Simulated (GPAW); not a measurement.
# The Cu K excitation threshold of CuSe (P4/nmm) under uniform strain

For each volume the threshold was computed as E(hole, excited electron kept) − E(ground) (GPAW, LDA, 16-atom cell, total energies on 3×3×3 k points, hole spin-paired). The values are raw, 30 eV above the value with the free atom's term for the hole's spin taken off; only their change is used. The threshold is the spectrum's zero, where absorption may be weak, not the visible edge.

| volume | ln(V/V₀) | threshold (eV) |
| --- | --- | --- |
| V × 0.91 | -0.09431 | ? |
| V × 0.94 | -0.06188 | 8991.043 |
| V × 0.97 | -0.03046 | 8990.944 |
| V × 1 | +0.00000 | 8990.852 |

Question: Fit a straight line in ln(V/V₀), give its slope, and predict the threshold at V × 0.91.

The means of the given rows are x̄ = -0.03078 and Ē = 8990.946 eV. Σ(x − x̄)(E − Ē) = -0.005911 and Σ(x − x̄)² = 0.001915, so the slope is -3.09 eV, and the line passes the given rows within 0.001 eV. At x = -0.09431 it gives 8990.946 + (-3.09) × (-0.06353) = 8991.142 eV. The run gives 8991.151 eV, a miss of -0.009 eV over a total move of -0.299 eV. The slope is the clamped-ion volume deformation potential of the Fermi level against the Cu 1s level, with the hole's relaxation included: the threshold falls by 0.031 eV for 1 % of expansion. The excited electron's band filling changes with volume too and isn't taken out.

[Hosts, paths, dates, database ids (printed as entryN), source tags and the programs' standing remarks are cut or masked in the printed files.]

[Lists of maxima count a maximum above −3 eV only where it reaches 4 % of the highest in the window and stands out from its surroundings by 2 % of it (1.5 % where it reaches 55 %); shoulders and weaker maxima are passed over, and of the rest the first, up to two pre-edge ones and the few strongest are named.]
